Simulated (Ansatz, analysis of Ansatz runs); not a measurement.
# How often does O try the jump in AlBO3 (R-3c)?

Aim: the prefactor of a hop in AlBO3 (R-3c) (V_O hop (2.4 Å), charge 0) from the modes of the moving atom at the start and at the top of a path found beforehand. Model: a cell of 80 host atoms with 1 O taken out.

Method: plane-wave PAW DFT, PBEsol; finite-difference force constants of the moving atom alone, in Ansatz 0.2.0.

### 1. Set-up

The cell holds 79 atoms: 16 Al, 16 B and 47 O. Cell: a = 10.516 Å, b = 10.516 Å, c = 10.516 Å, α = 50.4°, β = 50.4°, γ = 50.4°. It derives from AlBO3 (space group R-3c). Nearest the centre at fractional (0.702, 0.548, 0.125): B62 at 0.63 Å, O79 at 1.12 Å, O26 at 2.02 Å, Al42 at 2.28 Å, Al21 at 2.31 Å, O45 at 2.40 Å, O67 at 2.44 Å, O46 at 2.47 Å.

The cell's shortest repeat is 9.0 Å.

### 2. Vibrations of the moving atom at the start point

Harmonic transition-state theory takes the prefactor from the modes at the minimum and at the top. Only the moving atom is displaced, by 0.02 Å, which takes six displaced runs and a reference; the host's atoms are held.

The input, q0.start.modes/input.yaml:

```yaml
crystal:
  lattice:
    - [4.47530425, 2.58381811, 9.15826506]
    - [-4.47530425, 2.58381811, 9.15826506]
    - [0.0, -5.16763623, 9.15826506]
  atoms:
    - { symbol: Al, position: [-0.00047925, 0.00061389, 6.878e-05] }
    - { symbol: Al, position: [0.24998913, 0.25083074, 0.24892191] }
    - { symbol: B, position: [0.12443932, 0.1248472, 0.12557196] }
    - { symbol: B, position: [0.37457503, 0.37568078, 0.3750878] }
    - { symbol: O, position: [0.12474155, 0.47136432, 0.27889757] }
    - { symbol: O, position: [0.47016402, 0.28008443, 0.12439377] }
    - { symbol: O, position: [0.22014399, 0.37577835, 0.02854] }
    - { symbol: O, position: [0.37481663, 0.0297063, 0.21985149] }
    - { symbol: O, position: [0.02947237, 0.221075, 0.3745827] }
    - { symbol: O, position: [0.27937945, 0.12572314, 0.47003085] }
    - { symbol: Al, position: [-0.00020165, 0.00052163, 0.49978996] }
    - { symbol: Al, position: [0.24966373, 0.2504691, 0.74973398] }
    - { symbol: B, position: [0.12473661, 0.12575116, 0.62450774] }
    - { symbol: B, position: [0.37474846, 0.37530238, 0.87372783] }
    - { symbol: O, position: [0.12480357, 0.47036024, 0.77961013] }
    - { symbol: O, position: [0.47118474, 0.28229734, 0.62076325] }
    - { symbol: O, position: [0.22000778, 0.37566646, 0.52917529] }
    - { symbol: O, position: [0.37472266, 0.03024335, 0.72028749] }
    - { symbol: O, position: [0.02935377, 0.22105807, 0.87456641] }
    - { symbol: O, position: [0.27937613, 0.12359093, 0.97140114] }
    - { symbol: Al, position: [-0.00168927, 0.50070781, 0.00049457] }
    - { symbol: Al, position: [0.25115037, 0.74976298, 0.24956417] }
    - { symbol: B, position: [0.12473637, 0.62572591, 0.12453137] }
    - { symbol: B, position: [0.3745708, 0.8764391, 0.37497824] }
    - { symbol: O, position: [0.12465296, 0.97064855, 0.27989384] }
    - { symbol: O, position: [0.47356198, 0.7702082, 0.13018583] }
    - { symbol: O, position: [0.22038546, 0.87530139, 0.0293301] }
    - { symbol: O, position: [0.37604914, 0.52932372, 0.2204228] }
    - { symbol: O, position: [0.02932132, 0.72170469, 0.37448598] }
    - { symbol: O, position: [0.27951663, 0.62524512, 0.47008317] }
    - { symbol: Al, position: [-0.00051967, 0.50132928, 0.4994359] }
    - { symbol: Al, position: [0.24995564, 0.75019098, 0.74963104] }
    - { symbol: B, position: [0.12502822, 0.62468048, 0.62541093] }
    - { symbol: B, position: [0.3745499, 0.87558947, 0.87474191] }
    - { symbol: O, position: [0.12473835, 0.97125459, 0.7790053] }
    - { symbol: O, position: [0.47036601, 0.78016282, 0.62499988] }
    - { symbol: O, position: [0.2201082, 0.87570052, 0.52919384] }
    - { symbol: O, position: [0.37509546, 0.52998161, 0.71922871] }
    - { symbol: O, position: [0.02907635, 0.72093938, 0.87495127] }
    - { symbol: O, position: [0.27915272, 0.62561125, 0.97018484] }
    - { symbol: Al, position: [0.50129041, -0.00361498, 0.00114606] }
    - { symbol: Al, position: [0.74797483, 0.25577272, 0.24596873] }
    - { symbol: B, position: [0.62472633, 0.1257512, 0.12450707] }
    - { symbol: B, position: [0.87490589, 0.37516741, 0.37457094] }
    - { symbol: O, position: [0.96994025, 0.28017065, 0.12501138] }
    - { symbol: O, position: [0.71985624, 0.37448047, 0.02751043] }
    - { symbol: O, position: [0.87438902, 0.0310004, 0.22028177] }
    - { symbol: O, position: [0.5295422, 0.2221442, 0.37437899] }
    - { symbol: O, position: [0.77827102, 0.129482, 0.46795725] }
    - { symbol: Al, position: [0.50043237, 0.00020261, 0.49993594] }
    - { symbol: Al, position: [0.74903568, 0.25033318, 0.75005237] }
    - { symbol: B, position: [0.62472617, 0.12712144, 0.62313409] }
    - { symbol: B, position: [0.87489551, 0.37527273, 0.87382889] }
    - { symbol: O, position: [0.62456848, 0.47110538, 0.77863846] }
    - { symbol: O, position: [0.97009578, 0.28023172, 0.6245333] }
    - { symbol: O, position: [0.71994086, 0.37586723, 0.52810899] }
    - { symbol: O, position: [0.87473296, 0.02998324, 0.72000833] }
    - { symbol: O, position: [0.52889567, 0.22049388, 0.87430102] }
    - { symbol: O, position: [0.77911011, 0.12527145, 0.97010003] }
    - { symbol: Al, position: [0.49948338, 0.50081466, -0.00086854] }
    - { symbol: Al, position: [0.7499723, 0.75113261, 0.24944998] }
    - { symbol: B, position: [0.62471922, 0.60787724, 0.14240772] }
    - { symbol: B, position: [0.87472056, 0.87650895, 0.37496985] }
    - { symbol: O, position: [0.62490736, 0.97162887, 0.27915574] }
    - { symbol: O, position: [0.9703202, 0.78007307, 0.12464385] }
    - { symbol: O, position: [0.72072741, 0.8755993, 0.02911072] }
    - { symbol: O, position: [0.87343428, 0.52983759, 0.22093062] }
    - { symbol: O, position: [0.52961126, 0.72276139, 0.37579177] }
    - { symbol: O, position: [0.77930464, 0.62586133, 0.47017745] }
    - { symbol: Al, position: [0.50154103, 0.50428234, 0.49441006] }
    - { symbol: Al, position: [0.74817445, 0.7490946, 0.75389604] }
    - { symbol: B, position: [0.62474476, 0.62574844, 0.62451278] }
    - { symbol: B, position: [0.87491168, 0.87552898, 0.87466458] }
    - { symbol: O, position: [0.6247265, 0.9720315, 0.77821986] }
    - { symbol: O, position: [0.97008569, 0.77884737, 0.62666823] }
    - { symbol: O, position: [0.72057401, 0.8759452, 0.52977093] }
    - { symbol: O, position: [0.87464611, 0.53039409, 0.72056138] }
    - { symbol: O, position: [0.52873264, 0.72114398, 0.87467586] }
    - { symbol: O, position: [0.77588441, 0.6200628, 0.98007944] }
  symmetry: { detect: false }
basis:
  ecutwfc: 420
  xc_grid: 2
hamiltonian:
  xc: pbesol
kpoints:
  mp_grid: { grid: [1, 1, 1], shift: [0.25, 0.25, 0.25] }
scf:
  occupations: { method: fixed }
  max_iter: 150
phonons:
  supercell: [1, 1, 1]
  displaced_sites: [78]
  amplitude: 0.02
```

Launch:

```console
$ ansatz run input.yaml --threads 4 --pin off --max-ram 14131MiB --backend cpu --events-out ev --progress --plain --runs-dir out
```

What it wrote:

```text
Engine: ansatz 0.2.0, x86_64-unknown-linux-gnu
Pseudopotentials: kind: paw
Pseudopotential: Al, paw, valence charge 3, recommended cutoff 420 eV (normal), Al.paw.azcp
Pseudopotential: B, paw, valence charge 3, recommended cutoff 420 eV (normal), B.paw.azcp
Pseudopotential: O, paw, valence charge 6, recommended cutoff 420 eV (normal), O.paw.azcp
Functional definition: PBEsol
  exchange = pbesol_x
  correlation = pbesol_c
Crystal: 79 atoms, lattice volume = 635.403 Å³
Basis set: ecut = 420 eV, 12439 PW (Γ), exchange–correlation on 144×144×144 points (8 copies of the dense FFT grid, shifted against one another)
Bands: 268, of which v1, the nominal top of the filled ones, is band 189 counted from 1 (188 counted from 0)
Symmetry: 1 space group operations
k-points: 1
Non-local potential: Al, projectors of the file, l = 0: 2, l = 1: 2, l = 2: 1
Non-local potential: B, projectors of the file, l = 0: 2, l = 1: 2, l = 2: 1
Non-local potential: O, projectors of the file, l = 0: 2, l = 1: 2, l = 2: 1
PAW form: soft (Blöchl's): semilocal exchange-correlation on the pseudo side does not see the compensation charge
PAW frozen core: Al, regenerated for the run's functional, and the local potential with it (the file was generated under x = pbe(κ = 0.804, μ = 0.219515), c = pbe(β = 0.066725))
PAW frozen core: B, regenerated for the run's functional, and the local potential with it (the file was generated under x = pbe(κ = 0.804, μ = 0.219515), c = pbe(β = 0.066725))
PAW frozen core: O, regenerated for the run's functional, and the local potential with it (the file was generated under x = pbe(κ = 0.804, μ = 0.219515), c = pbe(β = 0.066725))
PAW one-centre angular grid: Al, 110 points (default); XC on 64 Gauss nodes
PAW one-centre angular grid: B, 110 points (default); XC on 64 Gauss nodes
PAW one-centre angular grid: O, 110 points (default); XC on 64 Gauss nodes
Initial density: superposition of atomic densities (neutral atoms: chi_scale 0, normalization atom), corrected by the library's trained network
Initial wavefunctions: pseudopotential atomic-orbital guess
Functional: x = pbesol(κ = 0.804, μ = 0.123457), c = pbesol(β = 0.046)
SCF iter   1: F=—  HF=-37290.770070 eV  |F-HF|=—  |Δ(HF+E_count)|=         —  Δρ=1.42e-2  dr2=9.66e-1  ethr=1.77e-3  ⟨swp⟩=5.0  Hψ=938  notcnv=0  defer=76
preconditioner: auto → Resta (q_TF=auto, 2.502 Å⁻¹)  ε∞=3.7  [insulator: Δε(μ)=3.898 eV  Ē_g=17.592 eV  n_scr=180 (ndim 8)  ℏωp=28.6 eV  f_vac=0.000  ε∞_Penn≈3.7]
SCF iter   2: F=—  HF=-37290.476784 eV  |F-HF|=—  |Δ(HF+E_count)|=   2.93e-1  Δρ=2.25e-3  dr2=3.37e-2  ethr=2.56e-4  ⟨swp⟩=2.0  Hψ=432  notcnv=0  defer=76
SCF iter   3: F=—  HF=-37290.473253 eV  |F-HF|=—  |Δ(HF+E_count)|=   3.53e-3  Δρ=1.17e-3  dr2=8.60e-3  ethr=8.93e-6  ⟨swp⟩=3.0  Hψ=333  notcnv=0  defer=77
SCF iter   4: F=—  HF=-37290.472265 eV  |F-HF|=—  |Δ(HF+E_count)|=   9.88e-4  Δρ=1.91e-4  dr2=2.30e-4  ethr=2.28e-6  ⟨swp⟩=3.0  Hψ=343  notcnv=0  defer=77
SCF iter   5: F=—  HF=-37290.472255 eV  |F-HF|=—  |Δ(HF+E_count)|=   1.03e-5  Δρ=1.34e-4  dr2=7.88e-5  ethr=6.10e-8  ⟨swp⟩=2.0  Hψ=386  notcnv=0  defer=77
SCF iter   6: F=—  HF=-37290.472345 eV  |F-HF|=—  |Δ(HF+E_count)|=   8.97e-5  Δρ=2.38e-5  dr2=2.81e-6  ethr=2.08e-8  ⟨swp⟩=2.0  Hψ=372  notcnv=0  defer=73
SCF iter   7: F=—  HF=-37290.471921 eV  |F-HF|=—  |Δ(HF+E_count)|=   4.24e-4  Δρ=5.94e-6  dr2=1.86e-7  ethr=7.44e-10  ⟨swp⟩=2.0  Hψ=392  notcnv=0  defer=72
SCF iter   8: F=—  HF=-37290.471921 eV  |F-HF|=—  |Δ(HF+E_count)|=   2.62e-8  Δρ=2.91e-6  dr2=3.49e-8  ethr=4.92e-11  ⟨swp⟩=2.0  Hψ=386  notcnv=0  defer=72
SCF iter   9: F=—  HF=-37290.471921 eV  |F-HF|=—  |Δ(HF+E_count)|=   5.84e-9  Δρ=5.24e-7  dr2=1.17e-9  ethr=9.23e-12  ⟨swp⟩=2.0  Hψ=378  notcnv=0  defer=72
SCF iter  10: F=-37290.471921 eV  HF=-37290.471921 eV  |F-HF|=1.96e-10  |Δ(HF+E_count)|=  4.44e-10  Δρ=2.46e-7  dr2=2.71e-10  ethr=1.00e-12  ⟨swp⟩=24.0  Hψ=1962  notcnv=0
SCF 1 converged in 10 iterations: F = -37290.471921 eV  dr2 = 2.71e-10
  greatest PAW one-centre occupation: 0.860 electrons in one spin orbital (limit 2), on the O atom at site 67 (counted from 0), in its partial waves of l = 0
Initial density: handed on by an earlier stage of this run
Initial wavefunctions: those handed on with the density
[...]
SCF 2 converged in 8 iterations: F = -37290.467603 eV  dr2 = 1.00e-10
[...]
SCF 3 converged in 6 iterations: F = -37290.467600 eV  dr2 = 2.81e-11
[...]
SCF 4 converged in 9 iterations: F = -37290.466669 eV  dr2 = 3.50e-11
[...]
SCF 5 converged in 7 iterations: F = -37290.466255 eV  dr2 = 9.57e-12
[...]
SCF iter   7: F=—  HF=-37290.469636 eV  |F-HF|=—  |Δ(HF+E_count)|=   3.69e-9  Δρ=2.78e-7  dr2=4.45e-10  ethr=5.93e-12  ⟨swp⟩=2.0  Hψ=372  notcnv=0  defer=70
SCF iter   8: F=—  HF=-37290.469636 eV  |F-HF|=—  |Δ(HF+E_count)|=  1.09e-10  Δρ=1.54e-7  dr2=1.05e-10  ethr=1.00e-12  ⟨swp⟩=4.0  Hψ=781  notcnv=0
SCF iter   9: F=-37290.469636 eV  HF=-37290.469636 eV  |F-HF|=7.28e-12  |Δ(HF+E_count)|=  2.18e-11  Δρ=3.79e-8  dr2=5.85e-12  ethr=1.00e-12  ⟨swp⟩=4.0  Hψ=715  notcnv=0
SCF 6 converged in 9 iterations: F = -37290.469636 eV  dr2 = 5.85e-12
iter 1 solved again at ethr=1.43e-9 eV; its pass at ethr=3.10e-3 eV (dr2=5.42e-6 eV) is discarded
SCF iter   1: F=—  HF=-37290.469480 eV  |F-HF|=—  |Δ(HF+E_count)|=         —  Δρ=5.61e-5  dr2=5.98e-6  ethr=1.43e-9  ⟨swp⟩=3.0  Hψ=919  notcnv=0  defer=70
SCF iter   2: F=—  HF=-37290.469593 eV  |F-HF|=—  |Δ(HF+E_count)|=   1.13e-4  Δρ=2.48e-5  dr2=7.24e-7  ethr=1.43e-9  ⟨swp⟩=2.0  Hψ=376  notcnv=0  defer=70
SCF iter   3: F=—  HF=-37290.469593 eV  |F-HF|=—  |Δ(HF+E_count)|=   2.46e-8  Δρ=1.20e-5  dr2=1.68e-7  ethr=1.91e-10  ⟨swp⟩=2.0  Hψ=372  notcnv=0  defer=70
SCF iter   4: F=—  HF=-37290.469593 eV  |F-HF|=—  |Δ(HF+E_count)|=   1.37e-8  Δρ=8.31e-7  dr2=3.45e-9  ethr=4.44e-11  ⟨swp⟩=2.0  Hψ=372  notcnv=0  defer=70
SCF iter   5: F=—  HF=-37290.469593 eV  |F-HF|=—  |Δ(HF+E_count)|=  2.62e-10  Δρ=5.00e-7  dr2=1.13e-9  ethr=1.00e-12  ⟨swp⟩=2.0  Hψ=376  notcnv=0  defer=70
SCF iter   6: F=-37290.469593 eV  HF=-37290.469593 eV  |F-HF|=2.18e-11  |Δ(HF+E_count)|=  2.55e-10  Δρ=1.08e-7  dr2=5.86e-11  ethr=1.00e-12  ⟨swp⟩=3.0  Hψ=834  notcnv=0
SCF 7 converged in 6 iterations: F = -37290.469593 eV  dr2 = 5.86e-11
SCF converged after 10 iterations
Free energy (F): -37290.471921 eV
Harris-Foulkes:  -37290.471921 eV  (|F-HF|=1.96e-10)
Internal energy: -37290.471921 eV  (E = F + TS)
E sigma→0 (E₀):  -37290.471921 eV
Fermi energy:    8.586428 eV
--- Per-component energies (eV) ---
  E_band       = -64.922580
  E_kinetic    = 9552.025592
  E_local      = -16566.809078  (includes V_loc(G=0)·N_el)
  E_nonlocal   = 2611.636897
  E_hartree    = 5835.380592
  E_xc         = -4593.586935
  E_vxc        = -5509.088626  (∫ρ·V_xc dr)
  E_paw        = -15680.875232  (= ΣΔE_a)
  E_vpaw       = -1823.566727  (= ΣTr[D̂ρ^β])
  E_aug_tail   = 0.119731  (compensation charges beyond the density's cutoff)
  E_ewald      = -18450.563619
  E_core_change = 2.200131  (= ΣΔE_core)
  E_smearing   = -0.000000  (= −TS)
  E_closure    = 0.000000  (closes the sum)
  Σ components = -37290.471921   (vs F -37290.471921, Δ=0.00e0)
--- Forces (eV/Å), atoms counted from 1 ---
  atom   1  Al    -0.00016167    -0.00023925     0.00100378
  atom   2  Al    -0.00059941     0.00028221     0.00154169
  [... 18 atoms left out ...]
  atom  21  Al    -0.00034439    -0.00154203    -0.00085865
  [... 4 atoms left out ...]
  atom  26  O     -0.00320805     0.00064447     0.00000401
  [... 15 atoms left out ...]
  atom  42  Al    -0.00001305     0.00056273    -0.00190010
  [... 2 atoms left out ...]
  atom  45  O      0.00285505     0.00113479     0.00046552
  atom  46  O      0.00100390     0.00178192    -0.00234452
  [... 15 atoms left out ...]
  atom  62  B      0.00153773    -0.00269779     0.00026653
  [... 4 atoms left out ...]
  atom  67  O      0.00024776     0.00077359     0.00172023
  [... 2 atoms left out ...]
  atom  70  Al    -0.00201956    -0.00106477     0.00206473
  atom  71  Al    -0.00129671     0.00043823    -0.00094771
  [... 7 atoms left out ...]
  atom  79  O      0.00096370     0.00377919     0.00125197
  max |Σ_I F_I| component: 1.40e-6 eV/Å
--- Band table (eV) ---
  k-point 0: bands = ["-13.2056", "-12.8155", "-12.2286", "-12.2092", [... 260 left out ...] "20.5515", "20.6467", "20.6721", "20.7259"]
--- Phonons: 6 displaced members + reference (amplitude 0.02 Å, Σ member SCF iterations 45) ---
  symmetry images taken by strict's conditions (phonons.symmetry_images: auto; settled by no image being taken that strict refuses)
  force constants formed among 1 of 79 sites (O 78); the other 78 at rest. The modes move the named sites alone.
  the frequencies, the zero-point energy and the sums are of the block with the acoustic sum rule laid on its rows. Row sums over every site: 3.9e-5 eV/Å² at the most
  transpose residual: 1.3e-2 eV/Å²
  largest component of a force at the reference: 3.8e-3 eV/Å on a named site, 4.0e-3 eV/Å on a site at rest
  frequencies among the named sites at Γ of the cell (cm⁻¹): 404.92 540.92 755.51
  unstable modes among the named sites: 0
  frequencies as built, with no sum rule (cm⁻¹): 404.92 540.92 755.51
  zero-point energy: 0.105471 eV/cell   skipped modes (ω ≤ 0): 0
  not written: the harmonic force-constant file, the file of eigenvectors (these modes' are written with the force constants), the density of states and the dispersion, which are of every site
```

It took 29 s on 4 threads of Intel Xeon Platinum 8559C (Emerald Rapids), shared host; peak memory 1.4 GiB; 1.8 min of CPU time.

This step gave:

```yaml
free_energy: -37290.4719 eV
frequencies_of_moving_atom: 404.9, 540.9, 755.5 cm⁻¹ (negative: imaginary)
```

The three modes are 405, 541 and 756 cm⁻¹: all real, a minimum for this atom with the others held.

(Continued in part 2 of 2.)

[Long decimals in the printed logs are rounded to 6 places.]

[Repeated set-up lines and some long k-point lines are left out of the logs, and relaxed atomic positions are cut to six decimals.]

[Logs are printed without paths, hosts, clocks, repeated set-up lines and the standing remarks that a program may print on its own settings, such as how far it seeks lower states.]

[Hosts, paths, dates, database ids (printed as entryN), source tags and the programs' standing remarks are cut or masked in the printed files.]
